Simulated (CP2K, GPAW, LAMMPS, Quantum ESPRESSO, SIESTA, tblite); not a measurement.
## Running amorphous SiO1.7 (154 atoms) with tblite

How near does tblite come to plane waves for amorphous SiO1.7 (154 atoms)?

Main program and level: tblite 0.8.0; the method is named at each step.

### 1. Starting point

The cell holds 154 atoms: 57 Si and 97 O. Cell: a = 13.312 Å, b = 13.312 Å, c = 13.312 Å, α = 90.0°, β = 90.0°, γ = 90.0°. 154 atoms (57 Si, 97 O) placed at random at 2.22 g/cm³, melted at 5000 K for 10 ps at fixed volume with the Tersoff Si-O potential (Munetoh et al., Comput. Mater. Sci. 39, 334 (2007)). Quenched from 5000 K to 100 K at 300 K/ps and fixed volume, held 5 ps.

The yardstick, on the same geometry:

| Property | Result |
| --- | --- |
| method | Kohn-Sham DFT, PBE, SSSP efficiency 1.3.0 pseudopotentials, plane waves (Quantum ESPRESSO 7.5); sssp-pbe-1.3.0-efficiency, cutoffs 60/480 Ry, Γ point |
| r.m.s. force component | 1.419 eV/Å |
| longest force | 7.09 eV/Å |
| pressure | 1.846 GPa |
| time | 43 min on 2 MPI ranks of Arm Neoverse V2, shared host |
| CPU time | 87 min |

### 2. GFN2-xTB

Method: GFN2-xTB tight binding, diagonalisation.

File run.py:

```python
import numpy as np
from ase.io import read
from tblite.ase import TBLite

atoms = read("structure.xyz")
atoms.calc = TBLite(method="GFN2-xTB", electronic_temperature=580, accuracy=1.0, max_iterations=250, mixer_damping=0.4, verbosity=1)
energy = atoms.get_potential_energy()
forces = atoms.get_forces()
print(f"energy {energy:.6f} eV")
print("forces (eV/A)")
for i, (a, f) in enumerate(zip(atoms, forces)):
    print(f"{i:4d} {a.symbol:2s} {f[0]:10.5f} {f[1]:10.5f} {f[2]:10.5f}")
stress = -atoms.get_stress(voigt=False) * 160.21766
print("stress (GPa, compression positive)")
for row in stress:
    print(" ".join(f"{x:10.4f}" for x in row))
print("charges (e)")
print(np.array2string(atoms.get_charges(), precision=4, suppress_small=True, max_line_width=110, threshold=100000))
```

File structure.xyz:

```xyz
154
Lattice="13.31250 0.00000 0.00000 0.00000 13.31250 0.00000 0.00000 0.00000 13.31250" Properties=species:S:1:pos:R:3 pbc="T T T"
Si 12.99779 5.69282 3.19380
Si 2.21946 10.49744 7.06787
Si 0.28675 2.99611 4.85534
Si 3.16731 4.60612 0.92296
Si 1.46997 12.51442 10.20057
Si 1.08457 2.63042 7.55005
Si 0.74643 5.77044 7.96580
Si 2.90625 8.94853 3.12112
Si 9.37999 9.27615 12.61160
Si 0.03887 7.68251 5.41872
Si 9.58127 8.80688 7.34238
Si 0.86891 11.15548 4.05366
Si 7.38191 3.20299 9.23954
Si 11.89046 3.11779 12.13661
Si 3.68849 0.84481 7.24839
Si 7.41520 1.60163 2.88815
Si 1.54718 0.80993 2.94379
Si 3.76744 4.83989 11.09650
Si 1.26309 2.29414 0.22831
Si 3.25358 11.66694 9.01043
Si 6.50515 11.21432 2.92595
Si 12.47062 10.11710 7.10688
Si 12.03330 0.37342 9.62214
Si 8.26360 0.21060 9.82769
Si 0.04273 8.58523 2.49237
Si 5.49633 4.74830 7.33079
Si 7.00624 6.64919 1.13636
Si 6.82878 5.27321 11.51545
Si 4.88050 10.98494 11.67320
Si 10.22347 0.55007 12.23472
Si 10.92770 8.58031 10.17967
Si 6.23850 6.30320 3.34370
Si 3.20272 4.25361 5.29611
Si 2.30959 6.82798 10.62524
Si 4.98300 9.16805 0.91603
Si 11.67626 1.53773 6.74797
Si 9.67260 3.90003 7.04910
Si 4.30060 8.61731 5.87387
Si 7.08744 7.25158 6.09846
Si 11.45794 4.96223 9.57621
Si 7.04484 10.85741 10.88350
Si 3.33585 0.26971 12.21502
Si 9.31795 12.57472 1.85936
Si 7.17171 10.46309 7.76718
Si 9.85431 11.65722 7.78555
Si 9.75194 6.48013 11.81950
Si 1.99022 2.18059 10.46575
Si 5.00643 11.82296 5.77816
Si 10.04828 5.77896 1.62705
Si 8.52586 4.27345 4.04114
Si 2.92649 6.51048 3.19433
Si 2.38201 7.54379 0.56152
Si 10.27366 9.46732 1.59377
Si 8.04208 8.64208 3.57986
Si 11.45967 12.69613 4.35851
Si 4.36211 2.46787 2.94579
[... 94 atom lines left out ...]
O 7.38378 10.10632 3.73509
O 0.70876 10.00248 7.95275
O 5.34310 5.29478 10.82146
O 1.89889 6.22985 9.09936
```

Command:

```bash
$ OMP_NUM_THREADS=1 python run.py > output.txt
```

The log of the run:

```text
------------------------------------------------------------
  cycle        total energy    energy error   density error
------------------------------------------------------------
      1     -476.9008493610  -4.7903543E+02   5.5598481E-01
      2     -491.3844283668  -1.4483579E+01   3.7682924E-01
      3     -489.2501532262   2.1342751E+00   3.7473053E-01
      4     -494.4290366681  -5.1788834E+00   3.2018048E-01
      5     -496.5403701482  -2.1113335E+00   2.3563601E-01
      6     -496.3982146799   1.4215547E-01   2.2487259E-01
      7     -496.7907440785  -3.9252940E-01   2.0007912E-01
      8     -496.1610570995   6.2968698E-01   2.2957445E-01
      9     -496.2626402439  -1.0158314E-01   2.0556545E-01
     10     -497.2050206005  -9.4238036E-01   1.7498911E-01
     11     -498.1012824667  -8.9626187E-01   1.1855167E-01
     12     -498.2213342523  -1.2005179E-01   9.1750716E-02
     13     -497.9170275103   3.0430674E-01   1.2444807E-01
     14     -498.1243531876  -2.0732568E-01   1.0805637E-01
     15     -498.3338266703  -2.0947348E-01   8.0802406E-02
     16     -498.4430070192  -1.0918035E-01   4.8689672E-02
     17     -498.4152436870   2.7763332E-02   6.2428725E-02
     18     -498.4460193650  -3.0775678E-02   5.3006847E-02
     19     -498.4937761401  -4.7756775E-02   4.1874119E-02
     20     -498.4457352349   4.8040905E-02   4.9495641E-02
     21     -498.4726652819  -2.6930047E-02   4.3973525E-02
     22     -498.4671195876   5.5456942E-03   4.3970236E-02
     23     -498.5166227335  -4.9503146E-02   2.6847157E-02
     24     -498.5069114906   9.7112429E-03   3.0960044E-02
[...]
40     -498.5444711251  -1.5605897E-06   2.4810435E-04
     41     -498.5444719822  -8.5714294E-07   1.8543120E-04
     42     -498.5444728667  -8.8444546E-07   1.0895933E-04
     43     -498.5444732006  -3.3387164E-07   6.8809340E-05
     44     -498.5444732207  -2.0162020E-08   6.1670054E-05
     45     -498.5444731825   3.8265682E-08   6.8105795E-05
     46     -498.5444733096  -1.2716248E-07   3.7737337E-05
     47     -498.5444733576  -4.7935714E-08   1.3509308E-05
------------------------------------------------------------
 total:                                  24.209 sec
energy -13566.086115 eV
forces (eV/A)
   0 Si    2.14573    0.11331   -0.61610
   1 Si    2.94304    1.39374   -1.11196
   2 Si    2.18815    1.06052   -1.67048
   3 Si   -0.22039   -2.49927   -0.97657
   4 Si    0.86721   -3.04259   -0.44333
   5 Si    3.20620    1.06836    0.54402
   6 Si    1.93670    0.77396    0.95682
   7 Si    1.19281    0.99414    0.69708
   8 Si    0.15781    2.15695    1.74114
   9 Si   -3.85333   -2.68627    2.06708
  10 Si    1.67949   -0.97267    1.54606
  11 Si    0.81766    1.48955    2.35301
  12 Si   -0.04326   -0.18603   -0.36504
  13 Si    0.31384    1.20798    1.84694
  14 Si    2.73577    1.64257    0.66646
  15 Si    1.57130   -1.29166   -0.60425
  16 Si    0.51663    0.56561   -1.50885
  17 Si   -0.32955   -0.01440    0.48959
  18 Si    0.82642   -1.19928   -0.62596
  19 Si   -1.29924    0.45847    0.05928
  20 Si    0.86137    0.75322   -0.31106
  21 Si   -1.60696   -0.82840   -0.25855
  22 Si   -1.32603   -1.44091    1.83325
  23 Si    0.30399   -0.17242    0.53921
[...]
146 O     1.59868   -0.33640   -0.61262
 147 O    -2.16635   -0.57221    0.37680
 148 O    -1.36679    5.24336    1.21982
 149 O    -1.09286   -0.39983    0.98764
 150 O    -0.44720   -1.77043   -0.53658
 151 O    -1.60193   -0.42043    0.46737
 152 O    -0.34006    0.03134    0.51893
 153 O    -1.40302   -1.58601   -1.31730
stress (GPa, compression positive)
   -4.9934     1.3834    -2.2711
    1.3834    -2.0880     1.0311
   -2.2711     1.0311    -6.0746
charges (e)
[ 0.6751  0.6267  0.6788  0.6737  0.483   0.7041  0.6247  0.4046  0.2831  0.4745  0.6489  0.6681  0.6284
  0.4747  0.4264  0.5437  0.6439  0.5385  0.7339  0.3838  0.6109  0.6602  0.5312  0.6254  0.6449  0.4746
  0.5311  0.6675  0.532   0.6285  0.4174  0.5273  0.6818  0.4905  0.6361  0.6534  0.6463  0.5489  0.6413
  0.6479  0.5071  0.4847  0.6698  0.424   0.4077  0.6559  0.6789  0.6272  0.6652  0.6413  0.6435  0.6397
  0.4914  0.4391  0.5134  0.6446  0.6194 -0.3255 -0.3762 -0.3086 -0.3349 -0.3383 -0.348  -0.2911 -0.3441
 -0.3466 -0.3415 -0.3514 -0.3961 -0.293  -0.3674 -0.3221 -0.3185 -0.2914 -0.3162 -0.3669 -0.2833 -0.409
 -0.2991 -0.3081 -0.3444 -0.3065 -0.3545 -0.3896 -0.3254 -0.2945 -0.3576 -0.3021 -0.361  -0.3493 -0.3241
 -0.3317 -0.3374 -0.4787 -0.368  -0.3386 -0.3473 -0.307  -0.26   -0.3887 -0.3574 -0.3617 -0.3155 -0.268
 -0.3513 -0.4054 -0.3289 -0.3656 -0.3293 -0.2129 -0.3656 -0.3361 -0.302  -0.44   -0.3875 -0.3121 -0.2993
 -0.3649 -0.3912 -0.3077 -0.2885 -0.3498 -0.3401 -0.2774 -0.2772 -0.3201 -0.2894 -0.4124 -0.3236 -0.3651
 -0.3653 -0.4528 -0.3459 -0.3457 -0.3535 -0.2911 -0.3003 -0.3794 -0.2944 -0.3238 -0.3338 -0.3464 -0.3378
 -0.4926 -0.2691 -0.3053 -0.33   -0.4055 -0.2639 -0.3737 -0.3397 -0.3732 -0.2976 -0.3578]
```

The job ended after 25 s (1 thread of Arm Neoverse V2, shared host; peak memory 0.2 GiB).

Banners, paths, timers and routine set-up lines are dropped from the logs unmarked, and long logs keep their key lines alone; longer cuts are marked.

Against the reference:

| Quantity | Value |
| --- | --- |
| r.m.s. force component | 1.311 eV/Å |
| r.m.s. difference of force components | 627.7 meV/Å |
| longest difference of force vectors | 3960 meV/Å |
| force difference over r.m.s. force | 44.22 % |
| slope of forces against the reference's | 0.8291 |
| correlation of force components | 0.8973 |
| pressure | -4.385 GPa |
| pressure difference | -6.231 GPa |

Length of the force difference by element (eV/Å):

| element | atoms | mean | most |
| --- | --- | --- | --- |
| O | 97 | 0.77 | 2.7 |
| Si | 57 | 1.1 | 4.0 |

A closer look about Si6, picked at random: 11 atoms, nearest first, numbered in the order of the input, with positions taken from that point.

| atom | x | y | z | distance (Å) | bonds | Mulliken charge (e) | Fx | Fy | Fz (eV/Å) |
| --- | --- | --- | --- | --- | --- | --- | --- | --- | --- |
| Si6 | 0.00 | 0.00 | 0.00 | 0.00 | 4 | 0.70 | 3.21 | 1.07 | 0.54 |
| O128 | -0.04 | -0.38 | 1.58 | 1.63 | 2 | -0.41 | 0.16 | 0.14 | 0.74 |
| O150 | 0.14 | 1.63 | -0.04 | 1.63 | 2 | -0.37 | -1.09 | -0.40 | 0.99 |
| O108 | 1.36 | -0.74 | -0.54 | 1.64 | 2 | -0.37 | -2.26 | -0.62 | 0.56 |
| O73 | -1.27 | -0.25 | -1.14 | 1.72 | 3 | -0.32 | -0.85 | -0.40 | 0.06 |
| O115 | 0.69 | 0.87 | -2.17 | 2.44 | 2 | -0.39 | -1.38 | -0.35 | -1.26 |
| Si3 | -0.80 | 0.37 | -2.69 | 2.83 | 4 | 0.68 | 2.19 | 1.06 | -1.67 |
| Si36 | -2.72 | -1.09 | -0.80 | 3.04 | 4 | 0.65 | -2.43 | -0.92 | -0.12 |
| Si47 | 0.91 | -0.45 | 2.92 | 3.09 | 4 | 0.68 | -0.12 | 1.79 | 2.07 |
| Si15 | 2.60 | -1.79 | -0.30 | 3.17 | 3 | 0.43 | 2.74 | 1.64 | 0.67 |
| Si7 | -0.34 | 3.14 | 0.42 | 3.19 | 4 | 0.62 | 1.94 | 0.77 | 0.96 |

Atoms are counted from 1 here, from 0 in the log.

Forces lie 44 % from the reference's, at 0.0048 times its CPU time (on 1 against 2 cores).

### 3. GFN1-xTB

Method: GFN1-xTB tight binding, diagonalisation.

Changes to run.py since step 2:

```diff
@@ -5,3 +5,3 @@
 atoms = read("structure.xyz")
-atoms.calc = TBLite(method="GFN2-xTB", electronic_temperature=580, accuracy=1.0, max_iterations=250, mixer_damping=0.4, verbosity=1)
+atoms.calc = TBLite(method="GFN1-xTB", electronic_temperature=580, accuracy=1.0, max_iterations=250, mixer_damping=0.4, verbosity=1)
 energy = atoms.get_potential_energy()
```

structure.xyz is that of step 2.

The log of the run:

```text
------------------------------------------------------------
  cycle        total energy    energy error   density error
------------------------------------------------------------
      1     -530.7116032189  -5.3286457E+02   9.9646017E-01
      2     -542.0920721324  -1.1380469E+01   7.3645806E-01
      3     -557.7701652110  -1.5678093E+01   4.5222545E-01
[...]
249     -796.0879634902  -9.4936647E-02   9.1138596E-01
    250     -796.0768585861   1.1104904E-02   9.1234427E-01
------------------------------------------------------------
 total:                            1 min,36.418 sec
tblite.exceptions.TBLiteRuntimeError: SCF not converged in 250 cycles
The above exception was the direct cause of the following exception:
ase.calculators.calculator.CalculationFailed: SCF not converged in 250 cycles
```

Elapsed: 98 s, on 1 thread; peak memory 0.2 GiB.

The run stopped without converging, so its numbers are no property of the system.

### 4. Results

| Property | Result |
| --- | --- |
| force difference from the reference | tblite GFN2-xTB, 44 % |
| its CPU time | 25 s |

**Reading.** Tight binding differs by 44 % (tblite GFN2-xTB); it is another model, with fitted parameters of its own, and the xTB methods hold dispersion. One electronic-structure run takes under half the reference's CPU time: tblite GFN2-xTB, at 44 % in 25 s against 87 min; its pressure misses by -6.2 GPa. Periodic xTB results under one method name differ between programs and library versions. The reference's pressure holds the uncorrected Pulay stress of its 60 Ry basis, so small pressure differences, and their order, may be the reference's own error. The quench rate of 300 K/ps is many orders above laboratory rates, so the cell is likely richer in defects and strain than a real sample. The network of bonds at the start is that of the classical potential that made the cell, and needn't be the one that DFT or experiment would give. The reference's stress is far from hydrostatic: its diagonal is 1.2, 4.1, 0.2 GPa, compression counted positive. The electronic-structure runs sample only Γ, in a cell whose shortest periodic width is 13 Å, which is coarse for a cell with partly filled levels.

[Also dropped from logs without a mark: logging warnings of Python, and SIESTA's first energy breakdown and zero terms.]

[Logs are printed without paths, hosts, clocks, repeated set-up lines and the standing remarks that a program may print on its own settings, such as how far it seeks lower states.]

[Hosts, paths, dates, database ids (printed as entryN), source tags and the programs' standing remarks are cut or masked in the printed files.]
